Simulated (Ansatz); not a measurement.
# SnOs (hypothetical, Pm-3m): phonons at finite temperature, part 2 of 2

Aim: the vibrations and stability of SnOs (hypothetical) with thermal and zero-point motion included. The crystal structure is hypothetical: it was made by swapping elements on a known structure type.

Ansatz 0.2.0; DFT PBEsol, scalar-relativistic, plane waves, PAW; PAW set soft_1.

So far. Step 2 (A first coarse run): The start is under 126 GPa at this level and looks like a metal on this mesh. Step 5 (Tight relaxation): The residual pressure is -8.7e-5 GPa, small enough for phonons. The relaxed cell has a = 3.215 Å (conventional setting).

## (6) Self-consistent phonons (continued)

600 K; each column in its own order of rank; one wavevector of each set of like ones; translations left out; no LO-TO term. Modes at 600K, by row, the first 40 of 57 rows:

| q1 | q2 | q3 | rank | harmonic (cm⁻¹) | gaussian (cm⁻¹) | gaussian error (cm⁻¹) | hessian (cm⁻¹) | hessian error (cm⁻¹) | path integral (cm⁻¹) | path integral error (cm⁻¹) |
| --- | --- | --- | --- | --- | --- | --- | --- | --- | --- | --- |
| 0 | 0 | 0 | 1 | 152.1 | 161.4 | 0.1 | 154.9 | 0.2 | 155.1 | 0.5 |
| 0 | 0 | 0 | 2 | 152.1 | 161.4 | 0.1 | 154.9 | 0.2 | 155.1 | 0.5 |
| 0 | 0 | 0 | 3 | 152.1 | 161.4 | 0.1 | 154.9 | 0.2 | 155.1 | 0.5 |
| 0 | 0 | 0.25 | 1 | 57.6 | 60.3 | 0 | 57.3 | 0.1 | 57.3 | 0.1 |
| 0 | 0 | 0.25 | 2 | 57.6 | 60.3 | 0 | 57.3 | 0.1 | 57.3 | 0.1 |
| 0 | 0 | 0.25 | 3 | 108.4 | 107.6 | 0.1 | 105 | 0.2 | 104.6 | 0.2 |
| 0 | 0 | 0.25 | 4 | 147.8 | 154.5 | 0.1 | 147.9 | 0.1 | 148.1 | 0.3 |
| 0 | 0 | 0.25 | 5 | 147.8 | 154.5 | 0.1 | 147.9 | 0.1 | 148.1 | 0.3 |
| 0 | 0 | 0.25 | 6 | 211.2 | 212.9 | 0.4 | 208 | 0.5 | 208.1 | 0.5 |
| 0 | 0 | 0.5 | 1 | 88.3 | 95.6 | 0.3 | 91.2 | 0.3 | 91.4 | 0.3 |
| 0 | 0 | 0.5 | 2 | 88.3 | 95.6 | 0.3 | 91.2 | 0.3 | 91.4 | 0.3 |
| 0 | 0 | 0.5 | 3 | 134.7 | 139.3 | 0 | 133 | 0.2 | 132.6 | 0.2 |
| 0 | 0 | 0.5 | 4 | 134.7 | 139.3 | 0 | 133 | 0.2 | 132.6 | 0.2 |
| 0 | 0 | 0.5 | 5 | 139.7 | 140.1 | 0.4 | 136.1 | 0.6 | 136 | 0.6 |
| 0 | 0 | 0.5 | 6 | 239.8 | 238.6 | 0.5 | 234.9 | 0.5 | 234.4 | 0.7 |
| 0 | 0.25 | 0.25 | 1 | 73.2 | 78.2 | 0.1 | 74.8 | 0.2 | 74.8 | 0.1 |
| 0 | 0.25 | 0.25 | 2 | 83.9 | 79.1 | 0.1 | 78.3 | 0.1 | 78 | 0.1 |
| 0 | 0.25 | 0.25 | 3 | 124.4 | 125.7 | 0.2 | 121.7 | 0.2 | 121.5 | 0.2 |
| 0 | 0.25 | 0.25 | 4 | 137.4 | 144 | 0.1 | 137.5 | 0.2 | 137.1 | 0.2 |
| 0 | 0.25 | 0.25 | 5 | 181.9 | 188.8 | 0.1 | 182.8 | 0.2 | 182.8 | 0.2 |
| 0 | 0.25 | 0.25 | 6 | 189.2 | 191 | 0.1 | 186.1 | 0.2 | 185.8 | 0.2 |
| 0 | 0.25 | 0.5 | 1 | 98.5 | 103.2 | 0.1 | 99.4 | 0.1 | 99.5 | 0.2 |
| 0 | 0.25 | 0.5 | 2 | 112.4 | 110.5 | 0.3 | 108 | 0.3 | 107.7 | 0.3 |
| 0 | 0.25 | 0.5 | 3 | 122.7 | 119.7 | 0.1 | 117.1 | 0.1 | 116.8 | 0.1 |
| 0 | 0.25 | 0.5 | 4 | 126.1 | 131.1 | 0.1 | 124.9 | 0.1 | 124.6 | 0.2 |
| 0 | 0.25 | 0.5 | 5 | 183.1 | 188.7 | 0.2 | 183.2 | 0.2 | 183.2 | 0.3 |
| 0 | 0.25 | 0.5 | 6 | 206.9 | 211.7 | 0.1 | 207.2 | 0.2 | 207 | 0.3 |
| 0 | 0.5 | 0.5 | 1 | 107 | 107 | 0.2 | 106.3 | 0.2 | 106 | 0.3 |
| 0 | 0.5 | 0.5 | 2 | 111.2 | 107 | 0.2 | 106.3 | 0.2 | 106 | 0.3 |
| 0 | 0.5 | 0.5 | 3 | 111.2 | 110.8 | 0.3 | 107.6 | 0.4 | 107.9 | 0.3 |
| 0 | 0.5 | 0.5 | 4 | 116.9 | 122.8 | 0.1 | 116.8 | 0.2 | 116.4 | 0.3 |
| 0 | 0.5 | 0.5 | 5 | 204.2 | 210.3 | 0.2 | 205.3 | 0.3 | 205.1 | 0.3 |
| 0 | 0.5 | 0.5 | 6 | 204.2 | 210.3 | 0.2 | 205.3 | 0.3 | 205.1 | 0.3 |
| 0.25 | 0.25 | 0.25 | 1 | 96.9 | 95.5 | 0.1 | 92.7 | 0.1 | 92.5 | 0.1 |
| 0.25 | 0.25 | 0.25 | 2 | 96.9 | 95.5 | 0.1 | 92.7 | 0.1 | 92.5 | 0.1 |
| 0.25 | 0.25 | 0.25 | 3 | 122 | 121.5 | 0.1 | 118.4 | 0.2 | 118.2 | 0.2 |
| 0.25 | 0.25 | 0.25 | 4 | 172.5 | 178.6 | 0.1 | 172.5 | 0.1 | 172.3 | 0.2 |
| 0.25 | 0.25 | 0.25 | 5 | 172.5 | 178.6 | 0.1 | 172.5 | 0.1 | 172.3 | 0.2 |
| 0.25 | 0.25 | 0.25 | 6 | 174.1 | 178.9 | 0.1 | 173.9 | 0.3 | 173.6 | 0.2 |
| 0.25 | 0.25 | 0.5 | 1 | 102.6 | 102.2 | 0.2 | 99.9 | 0.2 | 99.7 | 0.2 |

700 K; each column in its own order of rank; one wavevector of each set of like ones; translations left out; no LO-TO term. Modes at 700K, by row, the first 40 of 57 rows:

| q1 | q2 | q3 | rank | harmonic (cm⁻¹) | gaussian (cm⁻¹) | gaussian error (cm⁻¹) | hessian (cm⁻¹) | hessian error (cm⁻¹) | path integral (cm⁻¹) | path integral error (cm⁻¹) |
| --- | --- | --- | --- | --- | --- | --- | --- | --- | --- | --- |
| 0 | 0 | 0 | 1 | 152.1 | 162.6 | 0.2 | 155.1 | 0.3 | 155.6 | 0.6 |
| 0 | 0 | 0 | 2 | 152.1 | 162.6 | 0.2 | 155.1 | 0.3 | 155.6 | 0.6 |
| 0 | 0 | 0 | 3 | 152.1 | 162.6 | 0.2 | 155.1 | 0.3 | 155.6 | 0.6 |
| 0 | 0 | 0.25 | 1 | 57.6 | 60.5 | 0 | 57.1 | 0.1 | 57.1 | 0.1 |
| 0 | 0 | 0.25 | 2 | 57.6 | 60.5 | 0 | 57.1 | 0.1 | 57.1 | 0.1 |
| 0 | 0 | 0.25 | 3 | 108.4 | 107.3 | 0.2 | 104.2 | 0.2 | 104.1 | 0.3 |
| 0 | 0 | 0.25 | 4 | 147.8 | 155.3 | 0.2 | 147.8 | 0.2 | 147.8 | 0.3 |
| 0 | 0 | 0.25 | 5 | 147.8 | 155.3 | 0.2 | 147.8 | 0.2 | 147.8 | 0.3 |
| 0 | 0 | 0.25 | 6 | 211.2 | 212.7 | 0.3 | 207.2 | 0.4 | 207 | 0.3 |
| 0 | 0 | 0.5 | 1 | 88.3 | 96.9 | 0.2 | 91.8 | 0.3 | 92 | 0.3 |
| 0 | 0 | 0.5 | 2 | 88.3 | 96.9 | 0.2 | 91.8 | 0.3 | 92 | 0.3 |
| 0 | 0 | 0.5 | 3 | 134.7 | 140 | 0.1 | 132.7 | 0.1 | 132.3 | 0.3 |
| 0 | 0 | 0.5 | 4 | 134.7 | 140 | 0.1 | 132.7 | 0.1 | 132.3 | 0.3 |
| 0 | 0 | 0.5 | 5 | 139.7 | 140.1 | 0.2 | 135.5 | 0.4 | 135.8 | 0.4 |
| 0 | 0 | 0.5 | 6 | 239.8 | 238.6 | 0.5 | 234.4 | 0.5 | 234.1 | 0.7 |
| 0 | 0.25 | 0.25 | 1 | 73.2 | 78.5 | 0.1 | 75.1 | 0.2 | 75.1 | 0.1 |
| 0 | 0.25 | 0.25 | 2 | 83.9 | 78.9 | 0.1 | 77.5 | 0.1 | 77.2 | 0.1 |
| 0 | 0.25 | 0.25 | 3 | 124.4 | 125.6 | 0.2 | 121 | 0.2 | 120.9 | 0.2 |
| 0 | 0.25 | 0.25 | 4 | 137.4 | 145.1 | 0.1 | 137.6 | 0.1 | 137.5 | 0.3 |
| 0 | 0.25 | 0.25 | 5 | 181.9 | 189.9 | 0.1 | 183 | 0.2 | 183.2 | 0.3 |
| 0 | 0.25 | 0.25 | 6 | 189.2 | 191.1 | 0.1 | 185.5 | 0.2 | 185.4 | 0.3 |
| 0 | 0.25 | 0.5 | 1 | 98.5 | 103.9 | 0.1 | 99.5 | 0.2 | 99.6 | 0.2 |
| 0 | 0.25 | 0.5 | 2 | 112.4 | 110.2 | 0.1 | 107.2 | 0.1 | 106.8 | 0.2 |
| 0 | 0.25 | 0.5 | 3 | 122.7 | 119.3 | 0.1 | 116.3 | 0.2 | 116 | 0.2 |
| 0 | 0.25 | 0.5 | 4 | 126.1 | 131.8 | 0.1 | 124.7 | 0.2 | 124.6 | 0.2 |
| 0 | 0.25 | 0.5 | 5 | 183.1 | 189.8 | 0.1 | 183.5 | 0.2 | 183.2 | 0.3 |
| 0 | 0.25 | 0.5 | 6 | 206.9 | 212.2 | 0.2 | 207.1 | 0.2 | 206.9 | 0.2 |
| 0 | 0.5 | 0.5 | 1 | 107 | 106.3 | 0.2 | 105.4 | 0.2 | 105 | 0.2 |
| 0 | 0.5 | 0.5 | 2 | 111.2 | 106.3 | 0.2 | 105.4 | 0.2 | 105 | 0.2 |
| 0 | 0.5 | 0.5 | 3 | 111.2 | 111.6 | 0.3 | 107.9 | 0.5 | 107.9 | 0.4 |
| 0 | 0.5 | 0.5 | 4 | 116.9 | 123.5 | 0.2 | 116.6 | 0.3 | 116.4 | 0.4 |
| 0 | 0.5 | 0.5 | 5 | 204.2 | 211.6 | 0.2 | 205.8 | 0.2 | 205.8 | 0.3 |
| 0 | 0.5 | 0.5 | 6 | 204.2 | 211.6 | 0.2 | 205.8 | 0.2 | 205.8 | 0.3 |
| 0.25 | 0.25 | 0.25 | 1 | 96.9 | 95.5 | 0.1 | 92.3 | 0.1 | 91.9 | 0.1 |
| 0.25 | 0.25 | 0.25 | 2 | 96.9 | 95.5 | 0.1 | 92.3 | 0.1 | 91.9 | 0.1 |
| 0.25 | 0.25 | 0.25 | 3 | 122 | 121.6 | 0.2 | 118 | 0.2 | 117.5 | 0.2 |
| 0.25 | 0.25 | 0.25 | 4 | 172.5 | 179.4 | 0.1 | 172.4 | 0.1 | 172.3 | 0.2 |
| 0.25 | 0.25 | 0.25 | 5 | 172.5 | 179.4 | 0.1 | 172.4 | 0.1 | 172.3 | 0.2 |
| 0.25 | 0.25 | 0.25 | 6 | 174.1 | 179.5 | 0.2 | 173.7 | 0.2 | 173.7 | 0.4 |
| 0.25 | 0.25 | 0.5 | 1 | 102.6 | 102.2 | 0.1 | 99.5 | 0.1 | 99.2 | 0.2 |

By temperature, by row:

```csv
T (K),verdict,pressure (GPa),error (GPa),vibrational free energy (eV/cell),entropy (J/mol-cell/K),free energy beyond the Gaussian (eV/cell),"mean-square displacement of the first Sn, sum over three axes, rings (Å²)",rings doubtful
150,stable,0.898,0.008,0.02455,41.73,-2.28e-4,0.005167,false
300,stable,1.666,0.027,-0.06721,73.27,-8.52e-4,0.009457,false
450,stable,2.463,0.028,-0.1973,92.79,-0.00194,0.01401,false
600,stable,3.256,0.03,-0.3529,106.7,-0.00334,0.01875,false
700,stable,3.804,0.033,-0.4674,114.2,-0.00449,0.02195,false
```

The lowest frequency on the supercell's wavevectors (translations apart) by temperature:

```
temperature (K)  harmonic (cm⁻¹)  gaussian (cm⁻¹)  hessian (cm⁻¹)  path integral (cm⁻¹)
            150             57.6             58.5            57.6                  57.6
            300             57.6             59.1            57.5                  57.5
            450             57.6             59.6            57.3                  57.3
            600             57.6             60.2            57.3                  57.2
            700             57.6             60.5            57.1                  57.0
```

Free-energy Hessian at 700 K, interpolated by phonopy, no LO-TO term. Phonon branches along the path, in cm⁻¹:

```csv
point,branch 1,branch 2,branch 3,branch 4,branch 5,branch 6
Γ,0,0,0,155,155,155
halfway,57,57,104,148,148,207
X,92,92,133,133,136,234
halfway,100,107,116,125,184,207
M,105,105,108,117,206,206
halfway,75,78,121,138,183,186
Γ,0,0,0,155,155,155
halfway,92,92,118,172,172,174
R,137,137,137,184,184,184
halfway,100,113,115,160,178,198
X,92,92,133,133,136,234
jump to M,105,105,108,117,206,206
halfway,115,115,120,155,196,196
R,137,137,137,184,184,184
```

The lowest frequency on the supercell's wavevectors (translations apart) is 57.6 cm⁻¹ at 300 K (harmonic); 59.1 cm⁻¹ at 300 K (gaussian); 57.5 cm⁻¹ at 300 K (hessian). The highest branch reaches 234 cm⁻¹ on this path, at X.

## (7) Results

```json
{"150 K": "stable; softest mode 57.6 cm⁻¹ (harmonic 57.6); pressure 0.898 GPa", "300 K": "stable; softest mode 57.5 cm⁻¹ (harmonic 57.6); pressure 1.67 GPa", "450 K": "stable; softest mode 57.3 cm⁻¹ (harmonic 57.6); pressure 2.46 GPa", "600 K": "stable; softest mode 57.3 cm⁻¹ (harmonic 57.6); pressure 3.26 GPa", "700 K": "stable; softest mode 57.1 cm⁻¹ (harmonic 57.6); pressure 3.80 GPa"}
```

In words: At fixed cell SnOs (hypothetical) is judged stable at 150 K, stable at 300 K, stable at 450 K, stable at 600 K and stable at 700 K. The crystal is harmonically stable on these wavevectors; at fixed cell its lowest frequency is 57.6 cm⁻¹ in the harmonic picture and 57.1 cm⁻¹ from the free energy at 700 K. The free-energy curvature lies below the Gaussian's frequency because the cubic (bubble) term lowers it; of these two only the curvature can turn negative. At 700 K the largest relative shift among harmonically stable modes above 20 cm⁻¹ that exceeds three times its error is at q = (0, 0.25, 0.25): 83.9 cm⁻¹ becomes 77.5 ± 0.1 cm⁻¹, matching modes by rank. The pressure column includes -0.080 GPa of the lattice at rest on the supercell's coarser k-mesh; in the Gaussian the ions' motion adds +3.88 GPa at 700 K, from the supercell's own modes alone. The cell is held fixed, the 128-atom supercell samples only its own wavevectors, and linewidths are not included; the verdicts are statistical. The PAW files were made for PBE and are used here under another functional, for which the program regenerates the frozen cores.

[Logs are printed without paths, hosts, clocks, repeated set-up lines and the standing remarks that a program may print on its own settings, such as how far it seeks lower states.]

[Hosts, paths, dates, database ids (printed as entryN), source tags and the programs' standing remarks are cut or masked in the printed files.]

[A step with changed settings may run another functional than the one named; its input shows which.]
